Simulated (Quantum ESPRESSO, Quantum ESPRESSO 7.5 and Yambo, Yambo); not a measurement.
**SnSe2 (1T monolayer): G0W0 with Yambo, start to end**

Aim: the G0W0 gap of SnSe2 (1T monolayer) on PBE, step by step.

Main program and level: Quantum ESPRESSO 7.5 and Yambo 5.3.0; PBE and many-body steps on it, plane waves.

Report form: the programs' logs are mostly left out.

## Step 1: The structure

The cell holds 3 atoms: 1 Sn and 2 Se. Cell: a = 3.872 Å, b = 3.872 Å, c = 15.000 Å, α = 90.0°, β = 90.0°, γ = 120.0°. Vacuum lies along c.

The structure was relaxed with PBE. The runs that relaxed it are not among those shown.

## Step 2: Ground state

This step: Quantum ESPRESSO 7.5; DFT, PBE, plane waves, norm-conserving pseudopotentials.

The ground-state density comes first.

pw.in reads:

```
&control
  calculation = 'scf'
  prefix = 'x'
  outdir = 'o'
  pseudo_dir = 'pseudo'
/
&system
  ibrav = 0
  nat = 3
  ntyp = 2
  ecutwfc = 104.0
  nbnd = 40
  force_symmorphic = .true.
/
&electrons
  conv_thr = 1e-10
  electron_maxstep = 80
  mixing_beta = 0.5
/
ATOMIC_SPECIES
  Sn 118.71 Sn.upf
  Se 78.971 Se.upf
CELL_PARAMETERS angstrom
  3.8716529879 0.0000000000 0.0000000000
  -1.9358264940 3.3529498421 0.0000000000
  0.0000000000 0.0000000000 15.0000000000
ATOMIC_POSITIONS crystal
  Sn 0.0000000000 0.0000000000 0.5000000000
  Se 0.3333333333 0.6666666667 0.6064274056
  Se 0.6666666667 0.3333333333 0.3935725944
K_POINTS automatic
  9 9 1 0 0 0
```

On the command line:

```sh
$ OMP_NUM_THREADS=1 mpirun -n 8 pw.x -nk 8 -in pw.in > pw.out
```

The job ended after 46 s (8 MPI ranks of Arm Neoverse V1, shared host; peak memory 1.8 GiB).

This step gave:

* total energy: -24439.4573 eV
* gap: 0.8394 eV
* k of the valence top: 0, 0.1111, 0
* k of the conduction bottom: 0, 0.4444, 0
* least direct gap: 1.139 eV

The gap is indirect, with the least direct gap 0.30 eV higher.

## Step 3: Bands along the symmetry lines

The cheap functional maps the bands first; the places of the edges decide which points the dearer methods must see.

pw.in reads:

```
&control
  calculation = 'bands'
  prefix = 'x'
  outdir = 'o'
  pseudo_dir = 'pseudo'
/
&system
  ibrav = 0
  nat = 3
  ntyp = 2
  ecutwfc = 104.0
  nbnd = 41
  force_symmorphic = .true.
/
&electrons
  conv_thr = 1e-9
  electron_maxstep = 80
  diago_full_acc = .true.
  diago_thr_init = 5e-6
/
ATOMIC_SPECIES
  Sn 118.71 Sn.upf
  Se 78.971 Se.upf
CELL_PARAMETERS angstrom
  3.8716529879 0.0000000000 0.0000000000
  -1.9358264940 3.3529498421 0.0000000000
  0.0000000000 0.0000000000 15.0000000000
ATOMIC_POSITIONS crystal
  Sn 0.0000000000 0.0000000000 0.5000000000
  Se 0.3333333333 0.6666666667 0.6064274056
  Se 0.6666666667 0.3333333333 0.3935725944
K_POINTS crystal
  25
  0.00000000 0.00000000 0.00000000 1
  0.06250000 0.00000000 0.00000000 1
  0.12500000 0.00000000 0.00000000 1
  0.18750000 0.00000000 0.00000000 1
  0.25000000 0.00000000 0.00000000 1
  0.31250000 0.00000000 0.00000000 1
  0.37500000 0.00000000 0.00000000 1
  0.43750000 0.00000000 0.00000000 1
  0.50000000 0.00000000 0.00000000 1
  0.47916667 0.04166667 0.00000000 1
  0.45833333 0.08333333 0.00000000 1
  0.43750000 0.12500000 0.00000000 1
  0.41666666 0.16666666 0.00000000 1
  0.39583333 0.20833333 0.00000000 1
  0.37500000 0.25000000 0.00000000 1
  0.35416666 0.29166666 0.00000000 1
  0.33333333 0.33333333 0.00000000 1
  0.29166666 0.29166666 0.00000000 1
  0.25000000 0.25000000 0.00000000 1
  0.20833333 0.20833333 0.00000000 1
  0.16666666 0.16666666 0.00000000 1
  0.12500000 0.12500000 0.00000000 1
  0.08333333 0.08333333 0.00000000 1
  0.04166667 0.04166667 0.00000000 1
  0.00000000 0.00000000 0.00000000 1
```

Elapsed: 18 s, on 8 MPI ranks; peak memory 1.6 GiB; 2.4 min of CPU time.

This step gave:

* gap: 0.7804 eV
* k of the valence top: 0.125, 0, 0
* k of the conduction bottom: 0.5, 0, 0
* least direct gap: 1.097 eV

The gap is 0.780 eV, −0.059 eV from the run before at this level.

Electronic bands along the path, in eV, zero at the top of the highest filled band:

| point | band 32 | band 33 | band 34 | band 35 | band 36 | band 37 | band 38 | band 39 |
| --- | --- | --- | --- | --- | --- | --- | --- | --- |
| Γ | -0.46 | -0.46 | -0.09 | -0.09 | 1.49 | 3.05 | 4.56 | 4.56 |
| halfway | -1.80 | -1.51 | -0.76 | -0.09 | 1.79 | 4.04 | 5.42 | 5.45 |
| M | -2.20 | -2.14 | -0.66 | -0.32 | 0.78 | 4.09 | 5.42 | 5.71 |
| halfway | -2.95 | -2.44 | -0.81 | -0.63 | 1.52 | 5.08 | 5.24 | 5.71 |
| K | -3.50 | -3.13 | -0.78 | -0.78 | 1.79 | 5.26 | 5.26 | 6.51 |
| halfway | -2.68 | -1.39 | -0.87 | -0.44 | 2.11 | 4.64 | 5.00 | 5.55 |
| Γ | -0.46 | -0.46 | -0.09 | -0.09 | 1.49 | 3.05 | 4.56 | 4.56 |

## Step 4: Empty states on the mesh, 6×6×1 mesh, 293 bands

The sums over transitions need many empty states on a uniform mesh; this step solves for them.

pw.in reads:

```
&control
  calculation = 'nscf'
  prefix = 'x'
  outdir = 'o'
  pseudo_dir = 'pseudo'
/
&system
  ibrav = 0
  nat = 3
  ntyp = 2
  ecutwfc = 104.0
  nbnd = 293
  force_symmorphic = .true.
/
&electrons
  conv_thr = 1e-9
  electron_maxstep = 80
  diago_full_acc = .true.
  diago_thr_init = 5e-6
/
ATOMIC_SPECIES
  Sn 118.71 Sn.upf
  Se 78.971 Se.upf
CELL_PARAMETERS angstrom
  3.8716529879 0.0000000000 0.0000000000
  -1.9358264940 3.3529498421 0.0000000000
  0.0000000000 0.0000000000 15.0000000000
ATOMIC_POSITIONS crystal
  Sn 0.0000000000 0.0000000000 0.5000000000
  Se 0.3333333333 0.6666666667 0.6064274056
  Se 0.6666666667 0.3333333333 0.3935725944
K_POINTS automatic
  6 6 1 0 0 0
```

On the command line:

```sh
$ OMP_NUM_THREADS=1 mpirun -n 8 pw.x -nk 4 -in pw.in > pw.out
```

It took 1.7 min on 8 MPI ranks; peak memory 2.8 GiB; 14 min of CPU time.

Numbers from this step:

| Property | Result |
| --- | --- |
| gap | 0.7911 eV |
| k of the valence top | 0, 0.1667, 0 |
| k of the conduction bottom | 0, -0.5, 0 |
| least direct gap | 1.097 eV |
| k points computed | 7 |
| lowest point of the top converged band, above the valence top | 67.5063 eV |

On this mesh the gap is 0.791 eV.

## Step 5: Conversion and set-up

This step: Yambo 5.3.0; conversion and set-up on PBE, plane waves, norm-conserving pseudopotentials.

The states are converted to the many-body program's format and the q mesh is built.

On the command line:

```sh
$ (cd o/x.save; p2y > p2y.log; mv SAVE ../..); yambo > setup.log
```

The job ended after 4.5 s (1 MPI rank; peak memory 0.27 GiB).

## Step 6: Screening and self-energy, 6×6×1 mesh, 293 bands, screening to 136.1 eV

Now the one-shot GW correction: screening in the RPA, then the self-energy of the levels asked for.

This step: G0W0 on PBE, plane waves, norm-conserving pseudopotentials.

gw3.in reads:

```
HF_and_locXC
gw0
dyson
ppa
em1d
rim_cut
rim_w
RandQpts= 3000000
RandGvec= 100 RL
CUTGeo= "slab z"
RandGvecW= 9 RL
EXXRLvcs= 104 Ry
VXCRLvcs= 416 Ry
Chimod= "HARTREE"
% BndsRnXp
 1 | 293 |
%
NGsBlkXp= 10 Ry
% LongDrXp
 1 | 1 | 0 |
%
% GbndRnge
 1 | 293 |
%
DysSolver= "n"
ExtendOut
PPAPntXp= 27.21138 eV
% QPkrange
 2 | 2 | 34 | 37 |
 4 | 4 | 34 | 37 |
 1 | 1 | 34 | 37 |
%
```

On the command line:

```sh
$ OMP_NUM_THREADS=1 mpirun -n 8 yambo -F gw3.in -J gw3 -C gw3 > gw3.log
```

The job ended after 18 min (8 MPI ranks; peak memory 11 GiB; 2.4 h of CPU time).

Numbers from this step:

```
G0W0 gap on the points computed              : 1.866 eV
starting gap on the mesh                     : 0.7911 eV
k of the valence top                         : 0, 0.1667, 0
k of the conduction bottom                   : 0, -0.5, 0
least direct G0W0 gap on the computed points : 2.222 eV
Z at the valence top                         : 0.7470
Z at the conduction bottom                   : 0.7633
```

The gap on the mesh goes from 0.79 eV to 1.87 eV, a correction of +1.08 eV. The start differs from the 0.84 eV found before because the two sample other k points.

Limits: finite bands, cutoff and mesh; no spin-orbit coupling. v1 is the top filled band, c1 the lowest empty one. The levels before and after the correction (eV, zero at the valence-band top of each column):

|  | conduction bottom | valence top |
| --- | --- | --- |
| Kohn-Sham | 0.79 | 0.00 |
| G0W0 | 1.87 | 0.00 |

|  | level | energy (eV) |
| --- | --- | --- |
| Kohn-Sham | (0 0.167 0) v2 | -0.856 |
| Kohn-Sham | (0 0.167 0) v1 | 0.000 |
| Kohn-Sham | (0 0.167 0) c1 | 2.156 |
| Kohn-Sham | (0 0.167 0) c2 | 3.814 |
| Kohn-Sham | (0 -0.5 0) v2 | -0.649 |
| Kohn-Sham | (0 -0.5 0) v1 | -0.306 |
| Kohn-Sham | (0 -0.5 0) c1 | 0.791 |
| Kohn-Sham | (0 -0.5 0) c2 | 4.099 |
| G0W0 | (0 0.167 0) v2 | -1.047 |
| G0W0 | (0 0.167 0) v1 | 0.000 |
| G0W0 | (0 0.167 0) c1 | 3.364 |
| G0W0 | (0 0.167 0) c2 | 4.817 |
| G0W0 | (0 -0.5 0) v2 | -0.802 |
| G0W0 | (0 -0.5 0) v1 | -0.355 |
| G0W0 | (0 -0.5 0) c1 | 1.866 |
| G0W0 | (0 -0.5 0) c2 | 5.118 |

## Step 7: Where the time went

Times are wall times on the hardware named with each run, good to a factor of about two.

| step | time | share | memory (GiB) |
| --- | --- | --- | --- |
| ground state | 46 s | 4 % | 1.8 |
| bands along the symmetry lines | 18 s | 1 % | 1.6 |
| empty states on the mesh | 1.7 min | 8 % | 2.8 |
| conversion and set-up | 4.5 s | 0 % | 0.27 |
| screening and self-energy | 18 min | 86 % | 11 |

## Step 8: Results

```
PBE gap              : 0.78 eV, indirect
G0W0 gap on the mesh : 1.87 eV
GW settings          : 6×6×1 mesh, 293 bands, screening to 136.1 eV, Godby-Needs plasmon pole
known limits         : not at the basis limit; no spin-orbit coupling
```

G0W0 moves the gap on the mesh from 0.79 eV to 1.87 eV (+1.08 eV), with Z of 0.75 and 0.76 at the edges. Only 3 of the mesh's irreducible points were corrected, so a valley elsewhere could overtake. The dearest step here is «screening and self-energy». Bands and cutoff are finite, so the gap is not at the basis limit. The miss can reach some tenths of an eV and take either sign; the mesh is an error of its own. In the G0W0 run levels were corrected at 3 k points alone, so a gap called «on the mesh» is the least over those, and an edge elsewhere would be missed. The many-body steps are scalar-relativistic: spin-orbit coupling is not in them.

[Paths, hosts, dates, memory and timing lines, banners, echoed tables and standing remarks are left out of the program output.]

[Logs are printed without paths, hosts, clocks, repeated set-up lines and the standing remarks that a program may print on its own settings, such as how far it seeks lower states.]

[Runs of the session that timed out or met a known fault of the program may be left out.]

[Hosts, paths, dates, database ids (printed as entryN), source tags and the programs' standing remarks are cut or masked in the printed files.]
